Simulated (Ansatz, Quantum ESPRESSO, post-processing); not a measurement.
# Ballistic transmission: Al(111) with three reversed steps (a thin twin lamella), part 4 of 4

Wanted: the transmission near the Fermi level and the conductance of this junction: Al(111) with three reversed steps (a thin twin lamella).

Quantum ESPRESSO 7.5; plane-wave DFT, PBE, GBRV ultrasoft pseudopotentials; cross-check by Ansatz 0.2.0 with PAW datasets.

So far. Step 2 (SCF with pw.x): The run needed 31 iterations to bring the estimated error under 1e-07 Ry; the largest force on any atom, held or free, is 0.07 eV/Å. Step 3 (Transmission with pwcond.x): At no point does T exceed the number of channels.

## (5) Cross-check with Ansatz

As a check, the same structure is run in Ansatz.

Level of this step: plane-wave DFT, PBE, Ansatz PAW (Ansatz 0.2.0).

The input, input.yaml:

```yaml
crystal:
  lattice:
    - [2.856711396, 0.0, 0.0]
    - [1.428355698, 2.4739846402, 0.0]
    - [0.0, 0.0, 48.982396838]
  atoms:
    - { symbol: Al, position: [0.0, 0.0, 0.0] }
    - { symbol: Al, position: [0.333333333, 0.333333333, 0.0476190476] }
    - { symbol: Al, position: [0.666666667, 0.666666667, 0.0952380952] }
    - { symbol: Al, position: [0.0, 0.0, 0.1428571429] }
    - { symbol: Al, position: [0.333333333, 0.333333333, 0.1904761905] }
    - { symbol: Al, position: [0.666666667, 0.666666667, 0.2380952381] }
    - { symbol: Al, position: [0.0, 0.0, 0.2857142857] }
    - { symbol: Al, position: [0.333333333, 0.333333333, 0.3333333333] }
    - { symbol: Al, position: [0.666666667, 0.666666667, 0.380952381] }
    - { symbol: Al, position: [0.333333333, 0.333333333, 0.4285714286] }
    - { symbol: Al, position: [0.0, 0.0, 0.4761904762] }
    - { symbol: Al, position: [0.666666667, 0.666666667, 0.5238095238] }
    - { symbol: Al, position: [0.0, 0.0, 0.5714285714] }
    - { symbol: Al, position: [0.333333333, 0.333333333, 0.619047619] }
    - { symbol: Al, position: [0.666666667, 0.666666667, 0.6666666667] }
    - { symbol: Al, position: [0.0, 0.0, 0.7142857143] }
    - { symbol: Al, position: [0.333333333, 0.333333333, 0.7619047619] }
    - { symbol: Al, position: [0.666666667, 0.666666667, 0.8095238095] }
    - { symbol: Al, position: [0.0, 0.0, 0.8571428571] }
    - { symbol: Al, position: [0.333333333, 0.333333333, 0.9047619048] }
    - { symbol: Al, position: [0.666666667, 0.666666667, 0.9523809524] }
kpoints:
  mp_grid: { grid: [10, 10, 1] }
hamiltonian:
  xc: pbe
scf:
  occupations: { method: fermi_dirac, width: 0.1 }
  convergence: { dr2_threshold: 1.0e-08 }
output:
  transmission: { leads: [[0, 3]], e_range: [-0.4, 0.4], de: 0.4, kmesh: [8, 8] }
  write_potential: true
  write_density: true
  volumetric_format: npy
  elf: true
```

On the command line:

```bash
ansatz run input.yaml --threads 2 --pin off --max-ram 4096MiB --backend cpu --events-out ev --progress --plain --runs-dir out
```

Numbers of over 12 decimals in the logs are rounded to 6 here.

What it wrote:

```text
Engine: ansatz 0.2.0, aarch64-unknown-linux-gnu
Pseudopotentials: kind: paw
Pseudopotential: Al, paw, valence charge 3, recommended cutoff 420 eV (normal), Al.paw.azcp
Functional definition: PBE
  parameter kappa = 0.804
  parameter beta = 0.066725
  exchange = pbe_x(kappa = kappa, mu = beta*pi^2/3)
  correlation = pbe_c(beta = beta)
Crystal: 21 atoms, lattice volume = 346.181 Å³
Basis set: ecut = 420 eV, 6799 PW (Γ)
Bands: 53, of which v1, the nominal top of the filled ones, is band 32 counted from 1 (31 counted from 0)
Symmetry: 12 space group operations
Space group: P-3m1 (ITA 164), of the structure as read, at distance tolerance 7.0e-5 Å
k-points: 14 of 100
Non-local potential: Al, projectors of the file, l = 0: 2, l = 1: 2, l = 2: 1
PAW form: soft (Blöchl's): semilocal exchange-correlation on the pseudo side does not see the compensation charge
PAW one-centre angular grid: Al, 110 points (default); XC on 64 Gauss nodes
Initial density: superposition of atomic densities (neutral atoms: chi_scale 0, normalization atom), corrected by the library's trained network
Initial wavefunctions: pseudopotential atomic-orbital guess
Functional: x = pbe(κ = 0.804, μ = 0.219515), c = pbe(β = 0.066725)
SCF iter   1: F=—  HF=-11287.564393 eV  |F-HF|=—  |Δ(HF+E_count)|=         —  Δρ=1.42e-3  dr2=2.36e0  ethr=1.77e-3  ⟨swp⟩=8.9  Hψ=3970  notcnv=0  defer=19
preconditioner: auto → Kerker (q_TF=auto, 2.054 Å⁻¹)  [metal: Δε(μ)=0.006 eV  Ē_g=7.397 eV  σ=0.100 eV  W_gap=0.01  n_scr=32 (ndim 8)  ℏωp=15.8 eV  f_vac=0.000  D(μ)=9.91/eV (n_scr^D=34)]
SCF iter   2: F=—  HF=-11287.557865 eV  |F-HF|=—  |Δ(HF+E_count)|=   6.53e-3  Δρ=6.36e-4  dr2=3.82e-1  ethr=1.77e-3  ⟨swp⟩=1.1  Hψ=858  notcnv=0  defer=18
SCF iter   3: F=—  HF=-11287.556425 eV  |F-HF|=—  |Δ(HF+E_count)|=   1.44e-3  Δρ=1.21e-4  dr2=5.12e-4  ethr=6.06e-4  ⟨swp⟩=1.0  Hψ=652  notcnv=0  defer=20
SCF iter   4: F=—  HF=-11287.556400 eV  |F-HF|=—  |Δ(HF+E_count)|=   2.48e-5  Δρ=1.91e-5  dr2=8.12e-6  ethr=8.12e-7  ⟨swp⟩=1.0  Hψ=652  notcnv=0  defer=20
SCF iter   5: F=—  HF=-11287.556408 eV  |F-HF|=—  |Δ(HF+E_count)|=   7.68e-6  Δρ=4.93e-6  dr2=2.72e-6  ethr=1.29e-8  ⟨swp⟩=1.5  Hψ=790  notcnv=0  defer=20
SCF iter   6: F=—  HF=-11287.556408 eV  |F-HF|=—  |Δ(HF+E_count)|=   2.91e-8  Δρ=6.87e-7  dr2=1.35e-8  ethr=4.32e-9  ⟨swp⟩=1.0  Hψ=652  notcnv=0  defer=20
SCF iter   7: F=-11287.556408 eV  HF=-11287.556408 eV  |F-HF|=2.38e-10  |Δ(HF+E_count)|=  3.33e-10  Δρ=1.53e-7  dr2=2.94e-10  ethr=1.59e-11  ⟨swp⟩=21.2  Hψ=2892  notcnv=0
SCF 1 converged in 7 iterations: F = -11287.556408 eV  dr2 = 2.94e-10
  greatest PAW one-centre occupation: 0.450 electrons in one spin orbital (limit 2), on the Al atom at site 11 (counted from 0), in its partial waves of l = 0
transmission: 61 of 610 steps passed
transmission: 122 of 610 steps passed
[...]
transmission: 610 of 610 steps passed
SCF converged after 7 iterations
Free energy (F): -11287.556408 eV
Harris-Foulkes:  -11287.556408 eV  (|F-HF|=2.38e-10)
Internal energy: -11287.230677 eV  (E = F + TS)
E sigma→0 (E₀):  -11287.393542 eV
Entropy (-TS):   -0.325730 eV (-15.511 meV/atom)
Fermi energy:    8.006505 eV
--- Per-component energies (eV) ---
  E_band       = 222.654896
  E_kinetic    = 478.465381
  E_local      = 208.238174  (includes V_loc(G=0)·N_el)
  E_nonlocal   = 216.704841
  E_hartree    = 2.140942
  E_xc         = -834.457097
  E_vxc        = -608.201974  (∫ρ·V_xc dr)
  E_paw        = -9814.039894  (= ΣΔE_a)
  E_vpaw       = -76.833377  (= ΣTr[D̂ρ^β])
  E_aug_tail   = -0.000047  (compensation charges beyond the density's cutoff)
  E_ewald      = -1544.282977
  E_smearing   = -0.325730  (= −TS)
  E_closure    = 0.000000  (closes the sum)
  Σ components = -11287.556408   (vs F -11287.556408, Δ=0.00e0)
--- Band table (eV; the first three rows and the last of 14) ---
  k-point 0: bands = [... 28 lower, 8.4474, 10.0925, 10.0934, 11.8287, 11.8293, 13.6439, 13.6480, 15.5246, ... 17 higher]
  k-point 1: bands = [... 28 lower, 8.6627, 10.2917, 10.3001, 12.0033, 12.0222, 13.7598, 13.8122, 15.3330, ... 17 higher]
  k-point 2: bands = [... 28 lower, 9.2953, 10.6283, 10.8730, 11.5309, 11.8035, 11.8794, 11.9848, 12.0244, ... 17 higher]
  k-point 13: bands = [... 28 lower, 6.0642, 6.3404, 6.3538, 6.3631, 6.4098, 6.5863, 6.5926, 6.7179, ... 17 higher]
--- Transmission ---
  basis      : 61 plane waves across, 61 finite elements along
  points     : 10, standing for a mesh of 8 x 8
  energies   : 3 from -0.400000 to 0.400000 eV about the Fermi level, 0.400000 eV apart; the leads are filled to 0.000000 eV, and channels, transmission and decay are at 0.000000 eV
  crystal 0  : Al3, at the sites [0, 3], period 6.9975 Å, over 44.32 Å; its Hamiltonian steps by up to 3.0 meV
    offset         : up to 0.0000 Å between an atom of the period and one for which it stands
    channels       : 1.140625e0 a spin
    conductance    : none, the energies end too early or step too widely for 300 K: set another output.transmission.e_range or a lower de, or, where they end at an eighth of basis.ecutwfc, a higher one
  junction   : crystal 0 to crystal 0, 0.47 to 42.45 Å
    transmission   : 1.000428e0 a spin
    conductance    : none, the energies end too early or step too widely for 300 K: set another output.transmission.e_range or a lower de, or, where they end at an eighth of basis.ecutwfc, a higher one
```

The job ended after 31 s (2 threads of Arm Neoverse N1, shared host; peak memory 0.64 GiB; 58 s of CPU time).

Numbers from this step:

- free energy: -11287.5564 eV
- energy at zero smearing: -11287.3935 eV
- smearing term TS: 0.3257 eV
- Fermi energy: 8.007 eV
- symmetry operations: 12
- transmission at the Fermi level, one spin: 1.000
- step of the lead's Hamiltonian over a period: 3 meV

Per spin; mean over the k mesh across the current. The transmission, zone mean by energy, zero at the Fermi level:

| energy (eV) | transmission, zone mean |
| --- | --- |
| -0.400 | 1.11 |
| 0.000 | 1.00 |
| 0.400 | 1.12 |

Per spin; mean over the k mesh across the current. The open channels, zone mean by energy, zero at the Fermi level:

| energy (eV) | open channels, zone mean |
| --- | --- |
| -0.400 | 1.52 |
| 0.000 | 1.14 |
| 0.400 | 1.42 |

Electrostatic potential energy in the ca plane at fractional y = 0.000, with atoms of Al within 0.2 Å of it. With pseudopotentials it is smooth inside the atoms' cores, unlike the true potential.

Ten even steps from '0' (-9.2 eV) to '9' (9.9 eV), each cell a mean:
```
89999989999988985024117998898403402799899999
78998767899877887300048877788620015887678998
36887434788534688754578753468864468875347886
14786212687411489887899731258988789863126874
25786323687522589876788742268987678874236875
57898656898755788521268865578741137886568987
88999888999888886101027888888501103888889998
99999999999999985046207999998304611799999999
```
Columns run along c (16.0 Å, from fractional 0.34 to 0.66 of the cell; values clipped at the 3rd and 97th percentile), rows up along a (2.9 Å). Atoms in or near the plane, at fractional coordinates: Al at (0.48, 0.00), Al at (0.57, 0.00).

ELF in the ca plane at fractional y = 0.000, with atoms of Al within 0.2 Å of it. It is the smooth field of the valence electrons, not physical close to the nuclei.

Ten even steps from '0' (0.07) to '9' (0.63), each cell a mean:
```
85335787533589999400079888888930007999974335
97657998755799989732588899988973258899986557
99888999888999887899987899988889998789998889
89999878999987777799877887887789987777789999
89989889989988877899977888887789987788899999
98767999767899988876788899988886688889997678
86446898644689999500189889888950028999975446
75334787433579999302069888889921207999864235
```
Columns run along c (16.0 Å, from fractional 0.34 to 0.66 of the cell), rows up along a (2.9 Å). Atoms in or near the plane, at fractional coordinates: Al at (0.48, 0.00), Al at (0.57, 0.00).

Ansatz finds T = 1.00 against pwcond's 0.887.

## (6) All levels side by side

All levels:

| step | T at the Fermi level (per spin) | conductance (G0) | r.m.s. T(E) from the first | CPU time of the step (s) | peak memory (GiB) |
| --- | --- | --- | --- | --- | --- |
| Ansatz | 1 | - | 0 | 58.5 | 0.641 |
| pwcond | 0.8872 | 0.8872 | 0.06565 | 193 | 0.16 |
| pwcond, changed setting | 0.8871 | 0.8871 | 0.06567 | 267 | 0.16 |

Per spin; mean over the k mesh across the current. The transmission, zone mean by energy, zero at the Fermi level:

| energy (eV) | Ansatz | pwcond | pwcond, changed setting |
| --- | --- | --- | --- |
| -0.400 | 1.11 | 1.11 | 1.11 |
| 0.000 | 1.00 | 0.887 | 0.887 |
| 0.400 | 1.12 | 1.13 | 1.13 |

## (7) A check by hand

The Landauer sum over the mesh, Σ w T = 0.1875 × 0.992 + 0.0938 × 1.53 + 0.0938 × 1 + … = 0.8872.

G = 0.887 × 77.48 µS = 68.7 µS a cell. Times the area of 7.067 Å², the resistance-area product is A/G = 1.03 fΩ m², the leads' contact resistance included.

Free electrons at 3 an atom (3 atoms in 49.5 Å³) have k_F = 1.753 1/Å and offer A k_F²/4π = 1.73 channels per spin; the lead has 1.14 on this mesh.

## (8) Results

```
conductance from T at the Fermi level, a cell (G₀ = 2e²/h) : 0.887 G₀
conductance per area                                       : 973 S/μm²
lead channels per spin                                     : 1.14
the same conductance by Ansatz                             : 1.00 G₀
```

What this shows: The junction conducts 0.887 G₀ a cell at the Fermi level (PBE, GBRV ultrasoft). At the Fermi level the junction passes 78 % of what the leads offer. At the Fermi level pwcond and Ansatz differ by 11 %. The mean rests on 10 distinct points, the heaviest weighing 0.19, and the mesh was not tested, so even the second digit is unsure. Over -0.4 to 0.4 eV, T lies between 0.89 and 1.1 per spin. The geometry is as built, not relaxed, and the leads are short.

[Logs are printed without paths, hosts, clocks, repeated set-up lines and the standing remarks that a program may print on its own settings, such as how far it seeks lower states.]

[Hosts, paths, dates, database ids (printed as entryN), source tags and the programs' standing remarks are cut or masked in the printed files.]

[Maps of the electrostatic potential energy from Ansatz leave out the sawtooth potential of an applied field or a dipole correction, so their vacuum need not be flat; planar profiles and work functions include it.]
